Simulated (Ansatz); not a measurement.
# Ru(0001) with 2 thermally displaced layers, 2x2: scattering by thermal displacements, part 2 of 2

Wanted: the phonon-limited resistivity of Ru at 180 K by the Landauer route.

Ansatz 0.2.0; Ansatz plane-wave DFT, PBE, PAW files; ballistic transport by layer matching (Landauer), zero bias; PAW set soft_1.

So far. Step 2 (With 2 displaced layers): Over the solved energies the transmission per spin lies between 5.05 and 5.43, out of 5.32 channels of the lead on average (up to 5.64).

## Step 3: With 6 displaced layers

Each atom of 6 layers is moved at random, by amounts drawn from a normal law 0.0304 Å wide in each direction from the Debye model (600 K) at 180 K. A fresh draw is used; the growth of the resistance with length is what counts.

d

System of this step: Ru(0001) with 6 thermally displaced layers, 2x2. The cell holds 64 atoms: 64 Ru. Its edges and angles: a = 5.412 Å, b = 5.412 Å, c = 34.255 Å, α = 90.0°, β = 90.0°, γ = 120.0°. It derives from Ru. Regions: lead, 40 atoms (40 Ru); scattering region, 24 atoms (24 Ru). The structure is stacked along c, and the current runs across the ab planes.

Input file input.yaml:

```yaml
crystal:
  lattice:
    - [5.4116, 0.0, 0.0]
    - [-2.7058, 4.6865830751, 0.0]
    - [0.0, 0.0, 34.2552]
  atoms:
    - { symbol: Ru, position: [0.1666666667, 0.3333333333, 0.03125] }
    - { symbol: Ru, position: [0.1666666667, 0.8333333333, 0.03125] }
    - { symbol: Ru, position: [0.6666666667, 0.3333333333, 0.03125] }
    - { symbol: Ru, position: [0.6666666667, 0.8333333333, 0.03125] }
    - { symbol: Ru, position: [0.3333333333, 0.1666666667, 0.09375] }
    - { symbol: Ru, position: [0.3333333333, 0.6666666667, 0.09375] }
    - { symbol: Ru, position: [0.8333333333, 0.1666666667, 0.09375] }
    - { symbol: Ru, position: [0.8333333333, 0.6666666667, 0.09375] }
    - { symbol: Ru, position: [0.1666666667, 0.3333333333, 0.15625] }
    - { symbol: Ru, position: [0.1666666667, 0.8333333333, 0.15625] }
    - { symbol: Ru, position: [0.6666666667, 0.3333333333, 0.15625] }
    - { symbol: Ru, position: [0.6666666667, 0.8333333333, 0.15625] }
    - { symbol: Ru, position: [0.3333333333, 0.1666666667, 0.21875] }
    - { symbol: Ru, position: [0.3333333333, 0.6666666667, 0.21875] }
    - { symbol: Ru, position: [0.8333333333, 0.1666666667, 0.21875] }
    - { symbol: Ru, position: [0.8333333333, 0.6666666667, 0.21875] }
    - { symbol: Ru, position: [0.1666666667, 0.3333333333, 0.28125] }
    - { symbol: Ru, position: [0.1666666667, 0.8333333333, 0.28125] }
    - { symbol: Ru, position: [0.6666666667, 0.3333333333, 0.28125] }
    - { symbol: Ru, position: [0.6666666667, 0.8333333333, 0.28125] }
    - { symbol: Ru, position: [0.3387051623, 0.1672755371, 0.3430912046] }
    - { symbol: Ru, position: [0.3266813195, 0.6637022065, 0.3439451092] }
    - { symbol: Ru, position: [0.8269932129, 0.1653119416, 0.3436089149] }
    - { symbol: Ru, position: [0.8370619538, 0.6680569059, 0.3440648865] }
    - { symbol: Ru, position: [0.1625797442, 0.332493891, 0.4069446603] }
    - { symbol: Ru, position: [0.1709658728, 0.8251789986, 0.4075914486] }
    - { symbol: Ru, position: [0.6767455086, 0.3383934946, 0.4064843273] }
    - { symbol: Ru, position: [0.6696273665, 0.8427762006, 0.407986934] }
    - { symbol: Ru, position: [0.3476969965, 0.1751839329, 0.4690666655] }
    - { symbol: Ru, position: [0.3265416785, 0.6666378195, 0.4693316854] }
    - { symbol: Ru, position: [0.8273866605, 0.1692256737, 0.4691308911] }
    - { symbol: Ru, position: [0.8334028371, 0.6589977297, 0.4681636825] }
    - { symbol: Ru, position: [0.1604306742, 0.3257571143, 0.5327912087] }
    - { symbol: Ru, position: [0.1649504824, 0.8354639043, 0.5310208856] }
    - { symbol: Ru, position: [0.6798237246, 0.3418846479, 0.5318111973] }
    - { symbol: Ru, position: [0.6544760783, 0.8336702989, 0.5318557966] }
    - { symbol: Ru, position: [0.3369634277, 0.1626647933, 0.595364437] }
    - { symbol: Ru, position: [0.3237850929, 0.6623822821, 0.5945785235] }
    - { symbol: Ru, position: [0.8400927166, 0.1796351571, 0.593917042] }
    - { symbol: Ru, position: [0.8285592226, 0.6642213776, 0.5927831638] }
    - { symbol: Ru, position: [0.1615418289, 0.3374161917, 0.6567649559] }
    - { symbol: Ru, position: [0.1714840016, 0.8284461308, 0.6577466743] }
    - { symbol: Ru, position: [0.6701530888, 0.3435299845, 0.6558665197] }
    - { symbol: Ru, position: [0.6633503468, 0.8349510677, 0.6571639438] }
    - { symbol: Ru, position: [0.3333333333, 0.1666666667, 0.71875] }
    - { symbol: Ru, position: [0.3333333333, 0.6666666667, 0.71875] }
    - { symbol: Ru, position: [0.8333333333, 0.1666666667, 0.71875] }
    - { symbol: Ru, position: [0.8333333333, 0.6666666667, 0.71875] }
    - { symbol: Ru, position: [0.1666666667, 0.3333333333, 0.78125] }
    - { symbol: Ru, position: [0.1666666667, 0.8333333333, 0.78125] }
    - { symbol: Ru, position: [0.6666666667, 0.3333333333, 0.78125] }
    - { symbol: Ru, position: [0.6666666667, 0.8333333333, 0.78125] }
    - { symbol: Ru, position: [0.3333333333, 0.1666666667, 0.84375] }
    - { symbol: Ru, position: [0.3333333333, 0.6666666667, 0.84375] }
    - { symbol: Ru, position: [0.8333333333, 0.1666666667, 0.84375] }
    - { symbol: Ru, position: [0.8333333333, 0.6666666667, 0.84375] }
    - { symbol: Ru, position: [0.1666666667, 0.3333333333, 0.90625] }
    - { symbol: Ru, position: [0.1666666667, 0.8333333333, 0.90625] }
    - { symbol: Ru, position: [0.6666666667, 0.3333333333, 0.90625] }
    - { symbol: Ru, position: [0.6666666667, 0.8333333333, 0.90625] }
    - { symbol: Ru, position: [0.3333333333, 0.1666666667, 0.96875] }
    - { symbol: Ru, position: [0.3333333333, 0.6666666667, 0.96875] }
    - { symbol: Ru, position: [0.8333333333, 0.1666666667, 0.96875] }
    - { symbol: Ru, position: [0.8333333333, 0.6666666667, 0.96875] }
kpoints:
  mp_grid: { grid: [5, 5, 1] }
hamiltonian:
  xc: pbe
  pseudopotentials: { kind: paw, azcp: { folder: soft_1 } }
scf:
  occupations: { method: fermi_dirac, width: 0.1 }
output:
  transmission:
    leads: [[0, 8]]
    kmesh: [10, 10]
    e_range: [-0.05, 0.05]
    de: 0.05
  write_potential: true
  write_density: true
  volumetric_format: npy
```

On the command line:

```bash
ansatz run input.yaml --threads 4 --pin off --max-ram 15360MiB --backend cpu --events-out ev --progress --plain --runs-dir out
```

Numbers of over 12 decimals in the logs are rounded to 6 here.

The program printed:

```text
[...]
Crystal: 64 atoms, lattice volume = 868.777 Å³
Basis set: ecut = 420 eV, 16909 PW (Γ)
Bands: 615, of which v1, the nominal top of the filled ones, is band 512 counted from 1 (511 counted from 0)
Symmetry: 1 space group operations
[...]
k-points: 13 of 25 (time reversal used)
[...]
SCF iter   1: F=—  HF=-376278.404008 eV  |F-HF|=—  |Δ(HF+E_count)|=         —  Δρ=1.22e-1  dr2=1.24e2  ethr=3.10e-3  ⟨swp⟩=5.0  Hψ=25977  notcnv=0  defer=3
[...]
SCF iter   9: F=-376238.836847 eV  HF=-376238.836847 eV  |F-HF|=1.47e-8  |Δ(HF+E_count)|=   4.42e-9  Δρ=8.49e-7  dr2=1.71e-8  ethr=9.77e-12  ⟨swp⟩=2.0  Hψ=14699  notcnv=0
SCF 1 converged in 9 iterations: F = -376238.836847 eV  dr2 = 1.71e-8
[...]
transmission: 329 of 3276 steps passed
transmission: 656 of 3276 steps passed
[...]
transmission: 3276 of 3276 steps passed
SCF converged after 9 iterations
Free energy (F): -376238.836847 eV
[...]
Internal energy: -376236.757389 eV  (E = F + TS)
E sigma→0 (E₀):  -376237.797118 eV
Entropy (-TS):   -2.079458 eV (-32.492 meV/atom)
Fermi energy:    23.366943 eV
[...]
--- Band table (eV; the first three rows and the last of 13) ---
  k-point 0: bands = [... 508 lower, 24.1071, 24.1104, 24.1164, 24.1352, 24.1420, 24.1452, 24.2754, 24.2763, ... 99 higher]
  k-point 1: bands = [... 508 lower, 23.4962, 23.8158, 23.8488, 23.8638, 23.8760, 23.8882, 23.8967, 23.9095, ... 99 higher]
  k-point 2: bands = [... 508 lower, 23.0492, 23.1033, 23.1489, 23.1600, 23.2093, 23.2280, 23.3561, 23.3720, ... 99 higher]
  k-point 12: bands = [... 508 lower, 23.2536, 23.2754, 23.2852, 23.3008, 23.3083, 23.3999, 23.4053, 23.4140, ... 99 higher]
--- Transmission ---
  basis      : 223 plane waves across, 63 finite elements along
  points     : 52, standing for a mesh of 10 x 10
[...]
channels       : 5.280000e0 a spin
[...]
junction   : crystal 0 to crystal 0, 0.70 to 30.67 Å
    transmission   : 4.923839e0 a spin
[...]
```

Run time: 19 min. Hardware: 4 threads of Arm Neoverse V1, shared host; peak memory 10 GiB.

Numbers from this step:

```
free energy                                    : -376238.8368 eV
energy at zero smearing                        : -376237.7971 eV
Fermi energy                                   : 23.37 eV
transmission per spin nearest the Fermi level  : 4.924
open channels per spin nearest the Fermi level : 5.28
step of the lead's potential                   : 2 meV
```

Per spin. Table of transmission, zone mean by energy, zero at the Fermi level:

| energy (eV) | transmission, zone mean |
| --- | --- |
| -0.0500 | 4.89 |
| 0.0000 | 4.92 |
| 0.0500 | 5.29 |

Over the solved energies the transmission per spin lies between 4.89 and 5.29, out of 5.5 channels of the lead on average (up to 6.06).

## Step 4: With 10 displaced layers

Each atom of 10 layers is moved at random, by amounts drawn from a normal law 0.0304 Å wide in each direction from the Debye model (600 K) at 180 K. A fresh draw is used; the growth of the resistance with length is what counts.

u

System of this step: Ru(0001) with 10 thermally displaced layers, 2x2. The cell holds 80 atoms: 80 Ru. Cell: a = 5.412 Å, b = 5.412 Å, c = 42.819 Å, α = 90.0°, β = 90.0°, γ = 120.0°. It derives from Ru. Regions: lead, 40 atoms (40 Ru); scattering region, 40 atoms (40 Ru). The structure is stacked along c, and the current runs across the ab planes.

Input file input.yaml:

```yaml
crystal:
  lattice:
    - [5.4116, 0.0, 0.0]
    - [-2.7058, 4.6865830751, 0.0]
    - [0.0, 0.0, 42.819]
  atoms:
    - { symbol: Ru, position: [0.1666666667, 0.3333333333, 0.025] }
    - { symbol: Ru, position: [0.1666666667, 0.8333333333, 0.025] }
    - { symbol: Ru, position: [0.6666666667, 0.3333333333, 0.025] }
    - { symbol: Ru, position: [0.6666666667, 0.8333333333, 0.025] }
    - { symbol: Ru, position: [0.3333333333, 0.1666666667, 0.075] }
    - { symbol: Ru, position: [0.3333333333, 0.6666666667, 0.075] }
    - { symbol: Ru, position: [0.8333333333, 0.1666666667, 0.075] }
    - { symbol: Ru, position: [0.8333333333, 0.6666666667, 0.075] }
    - { symbol: Ru, position: [0.1666666667, 0.3333333333, 0.125] }
    - { symbol: Ru, position: [0.1666666667, 0.8333333333, 0.125] }
    - { symbol: Ru, position: [0.6666666667, 0.3333333333, 0.125] }
    - { symbol: Ru, position: [0.6666666667, 0.8333333333, 0.125] }
    - { symbol: Ru, position: [0.3333333333, 0.1666666667, 0.175] }
    - { symbol: Ru, position: [0.3333333333, 0.6666666667, 0.175] }
    - { symbol: Ru, position: [0.8333333333, 0.1666666667, 0.175] }
    - { symbol: Ru, position: [0.8333333333, 0.6666666667, 0.175] }
    - { symbol: Ru, position: [0.1666666667, 0.3333333333, 0.225] }
    - { symbol: Ru, position: [0.1666666667, 0.8333333333, 0.225] }
    - { symbol: Ru, position: [0.6666666667, 0.3333333333, 0.225] }
    - { symbol: Ru, position: [0.6666666667, 0.8333333333, 0.225] }
    - { symbol: Ru, position: [0.3323403177, 0.1628744907, 0.274049264] }
    - { symbol: Ru, position: [0.327100283, 0.6699222909, 0.2757015672] }
    - { symbol: Ru, position: [0.8289327753, 0.1597085454, 0.275618864] }
    - { symbol: Ru, position: [0.8238427534, 0.662048483, 0.2754402142] }
    - { symbol: Ru, position: [0.1552972102, 0.335835655, 0.3245876985] }
    - { symbol: Ru, position: [0.1670344555, 0.8328430526, 0.3251432707] }
    - { symbol: Ru, position: [0.6681043562, 0.3284217536, 0.3260072762] }
    - { symbol: Ru, position: [0.673471406, 0.8387977658, 0.3258257246] }
    - { symbol: Ru, position: [0.3404841038, 0.1721333401, 0.3750535852] }
    - { symbol: Ru, position: [0.3248935184, 0.6657920474, 0.3744545224] }
    - { symbol: Ru, position: [0.8261903776, 0.1683405355, 0.3745969785] }
    - { symbol: Ru, position: [0.8241798576, 0.6599116728, 0.3751902699] }
    - { symbol: Ru, position: [0.1729608362, 0.3418982258, 0.4249901365] }
    - { symbol: Ru, position: [0.1770510316, 0.8424150979, 0.4258153055] }
    - { symbol: Ru, position: [0.6573789068, 0.3412909003, 0.4252407428] }
    - { symbol: Ru, position: [0.6702456469, 0.8357375868, 0.4252713209] }
    - { symbol: Ru, position: [0.3339626169, 0.1643421655, 0.4736520083] }
    - { symbol: Ru, position: [0.3301197675, 0.6614612994, 0.4757656838] }
    - { symbol: Ru, position: [0.8319840105, 0.1672072946, 0.474397749] }
    - { symbol: Ru, position: [0.8304320013, 0.6665919728, 0.4739470781] }
    - { symbol: Ru, position: [0.1680096644, 0.3326463567, 0.5241594916] }
    - { symbol: Ru, position: [0.1548768214, 0.8366561142, 0.5247890548] }
    - { symbol: Ru, position: [0.662929222, 0.3318038785, 0.5262876257] }
    - { symbol: Ru, position: [0.6666678371, 0.8338943228, 0.5239458747] }
    - { symbol: Ru, position: [0.3455440016, 0.1726087753, 0.5757563066] }
    - { symbol: Ru, position: [0.3365690769, 0.6726033791, 0.5752629491] }
    - { symbol: Ru, position: [0.8362797565, 0.1656809894, 0.5739552209] }
    - { symbol: Ru, position: [0.8328381027, 0.6541349055, 0.5748299187] }
    - { symbol: Ru, position: [0.1621424981, 0.3265792523, 0.625434618] }
    - { symbol: Ru, position: [0.1641283669, 0.8305039567, 0.6253684946] }
    - { symbol: Ru, position: [0.6684914874, 0.3423290586, 0.6252491322] }
    - { symbol: Ru, position: [0.6577102089, 0.8207413062, 0.6240729871] }
    - { symbol: Ru, position: [0.3392652936, 0.1663389296, 0.6747993042] }
    - { symbol: Ru, position: [0.3383964843, 0.6583595921, 0.6745848511] }
    - { symbol: Ru, position: [0.8325813842, 0.1704640786, 0.674529647] }
    - { symbol: Ru, position: [0.8246949154, 0.6562709207, 0.6755170061] }
    - { symbol: Ru, position: [0.1696455238, 0.3302480805, 0.725115785] }
    - { symbol: Ru, position: [0.1578886101, 0.8302776366, 0.7259767733] }
    - { symbol: Ru, position: [0.6749094864, 0.3482963966, 0.7244419912] }
    - { symbol: Ru, position: [0.669288276, 0.8320671403, 0.7254010852] }
    - { symbol: Ru, position: [0.3333333333, 0.1666666667, 0.775] }
    - { symbol: Ru, position: [0.3333333333, 0.6666666667, 0.775] }
    - { symbol: Ru, position: [0.8333333333, 0.1666666667, 0.775] }
    - { symbol: Ru, position: [0.8333333333, 0.6666666667, 0.775] }
    - { symbol: Ru, position: [0.1666666667, 0.3333333333, 0.825] }
    - { symbol: Ru, position: [0.1666666667, 0.8333333333, 0.825] }
    - { symbol: Ru, position: [0.6666666667, 0.3333333333, 0.825] }
    - { symbol: Ru, position: [0.6666666667, 0.8333333333, 0.825] }
    - { symbol: Ru, position: [0.3333333333, 0.1666666667, 0.875] }
    - { symbol: Ru, position: [0.3333333333, 0.6666666667, 0.875] }
    - { symbol: Ru, position: [0.8333333333, 0.1666666667, 0.875] }
    - { symbol: Ru, position: [0.8333333333, 0.6666666667, 0.875] }
    - { symbol: Ru, position: [0.1666666667, 0.3333333333, 0.925] }
    - { symbol: Ru, position: [0.1666666667, 0.8333333333, 0.925] }
    - { symbol: Ru, position: [0.6666666667, 0.3333333333, 0.925] }
    - { symbol: Ru, position: [0.6666666667, 0.8333333333, 0.925] }
    - { symbol: Ru, position: [0.3333333333, 0.1666666667, 0.975] }
    - { symbol: Ru, position: [0.3333333333, 0.6666666667, 0.975] }
    - { symbol: Ru, position: [0.8333333333, 0.1666666667, 0.975] }
    - { symbol: Ru, position: [0.8333333333, 0.6666666667, 0.975] }
kpoints:
  mp_grid: { grid: [5, 5, 1] }
hamiltonian:
  xc: pbe
  pseudopotentials: { kind: paw, azcp: { folder: soft_1 } }
scf:
  occupations: { method: fermi_dirac, width: 0.1 }
output:
  transmission:
    leads: [[0, 8]]
    kmesh: [10, 10]
    e_range: [-0.05, 0.05]
    de: 0.05
  write_potential: true
  write_density: true
  volumetric_format: npy
```

The program printed:

```text
[...]
Crystal: 80 atoms, lattice volume = 1085.972 Å³
Basis set: ecut = 420 eV, 21185 PW (Γ)
Bands: 768, of which v1, the nominal top of the filled ones, is band 640 counted from 1 (639 counted from 0)
Symmetry: 1 space group operations
[...]
k-points: 13 of 25 (time reversal used)
[...]
SCF iter   1: F=—  HF=-470347.757937 eV  |F-HF|=—  |Δ(HF+E_count)|=         —  Δρ=1.22e-1  dr2=1.56e2  ethr=3.10e-3  ⟨swp⟩=5.0  Hψ=32540  notcnv=0  defer=23
[...]
SCF iter   9: F=-470298.291550 eV  HF=-470298.291550 eV  |F-HF|=1.60e-8  |Δ(HF+E_count)|=   5.18e-9  Δρ=8.20e-7  dr2=1.90e-8  ethr=7.81e-12  ⟨swp⟩=2.0  Hψ=18284  notcnv=0
SCF 1 converged in 9 iterations: F = -470298.291550 eV  dr2 = 1.90e-8
[...]
transmission: 422 of 4212 steps passed
transmission: 845 of 4212 steps passed
[...]
transmission: 4212 of 4212 steps passed
SCF converged after 9 iterations
Free energy (F): -470298.291550 eV
[...]
Internal energy: -470295.732875 eV  (E = F + TS)
E sigma→0 (E₀):  -470297.012212 eV
Entropy (-TS):   -2.558675 eV (-31.983 meV/atom)
Fermi energy:    23.360304 eV
[...]
--- Band table (eV; the first three rows and the last of 13) ---
  k-point 0: bands = [... 636 lower, 24.2321, 24.2598, 24.3702, 24.3822, 24.3946, 24.4035, 24.4081, 24.4096, ... 124 higher]
  k-point 1: bands = [... 636 lower, 23.6077, 23.6164, 23.6292, 23.8142, 23.8268, 23.8346, 23.8543, 23.8621, ... 124 higher]
  k-point 2: bands = [... 636 lower, 23.1429, 23.1488, 23.1687, 23.1722, 23.1902, 23.1948, 23.2760, 23.2945, ... 124 higher]
  k-point 12: bands = [... 636 lower, 23.1709, 23.2923, 23.3138, 23.3303, 23.3417, 23.3471, 23.3575, 23.3678, ... 124 higher]
--- Transmission ---
  basis      : 223 plane waves across, 81 finite elements along
  points     : 52, standing for a mesh of 10 x 10
[...]
channels       : 5.280000e0 a spin
[...]
junction   : crystal 0 to crystal 0, 1.44 to 39.98 Å
    transmission   : 4.614208e0 a spin
[...]
```

Wall time 32 min (4 threads); peak memory 8.4 GiB.

Numbers from this step:

* free energy: -470298.2915 eV
* energy at zero smearing: -470297.0122 eV
* Fermi energy: 23.36 eV
* transmission per spin nearest the Fermi level: 4.614
* step of the lead's potential: 1.1 meV

Per spin. Transmission, zone mean against energy, zero at the Fermi level:

| energy (eV) | transmission, zone mean |
| --- | --- |
| -0.0500 | 4.66 |
| 0.0000 | 4.61 |
| 0.0500 | 4.82 |

Over the solved energies the transmission per spin lies between 4.61 and 4.82, out of 5.44 channels of the lead on average (up to 5.88).

## Step 5: The fit

k

This step: Ansatz plane-wave DFT, PBE, PAW files; ballistic transport by layer matching (Landauer), zero bias; resistivity from the slope of the area resistance; PAW set soft_1 (Ansatz 0.2.0).

This step gave:

* resistivity: 4.599 µΩ cm
* intercept: -0.003677 fΩ m²
* scatter about the fit: 1.87e-4 fΩ m²

Resistance, by row:

| run | length (Å) | T | channels N | RA (fΩ m²) |
| --- | --- | --- | --- | --- |
| n2 | 4.282 | 5.184 | 5.32 | 0.01615 |
| n6 | 12.85 | 5.034 | 5.5 | 0.05514 |
| n10 | 21.41 | 4.699 | 5.44 | 0.09492 |

The area resistance by length of the displaced region:

| length of the displaced region (Å) | area resistance (fΩ m²) |
| --- | --- |
| 4.28 | 0.0161 |
| 12.85 | 0.0551 |
| 21.41 | 0.0949 |

The area resistance goes from 0.016 to 0.095 fΩ m² between 4.3 and 21.4 Å, a slope of 4.6 µΩ cm.

By hand from the end points: (0.09492 − 0.01615) fΩ m² / (21.41 − 4.28) Å = 4.6 µΩ cm, since 1 fΩ m² per Å is 1000 µΩ cm.

## Step 6: What came out

* resistivity from the slope: 4.60 µΩ cm
* area resistance over 4.28 Å: 0.0161 fΩ m²
* area resistance over 12.8 Å: 0.0551 fΩ m²
* area resistance over 21.4 Å: 0.0949 fΩ m²

The slope gives 4.6 µΩ cm. The points scatter by 1.9e-4 fΩ m² about the line, with one random draw a length in a 2x2 cell, so the slope is a rough value. The mean square of the displacements drawn is 0.73, 0.99 and 0.93 of the nominal one at the three lengths; with each resistance scaled back by that, the slope is 4.7 µΩ cm, the value used below. The lead's own channel count moves between the runs (5.32, 5.5 and 5.44), which shifts RA and the slope too. Read with a model of isotropic scattering on a spherical Fermi surface and the lead's 1.6×10¹⁵ S/m², this slope means a mean free path near 114 Å; over these lengths the model's slope is 1.17 times its bulk resistivity, which would be 4.0 µΩ cm. This far under the Debye temperature the model doesn't describe a real metal: frozen displacements count zero-point motion as scattering and turn electrons through all angles, while in the metal the short-wave phonons freeze out.

[Logs are printed without paths, hosts, clocks, repeated set-up lines and the standing remarks that a program may print on its own settings, such as how far it seeks lower states.]

[Hosts, paths, dates, database ids (printed as entryN), source tags and the programs' standing remarks are cut or masked in the printed files.]
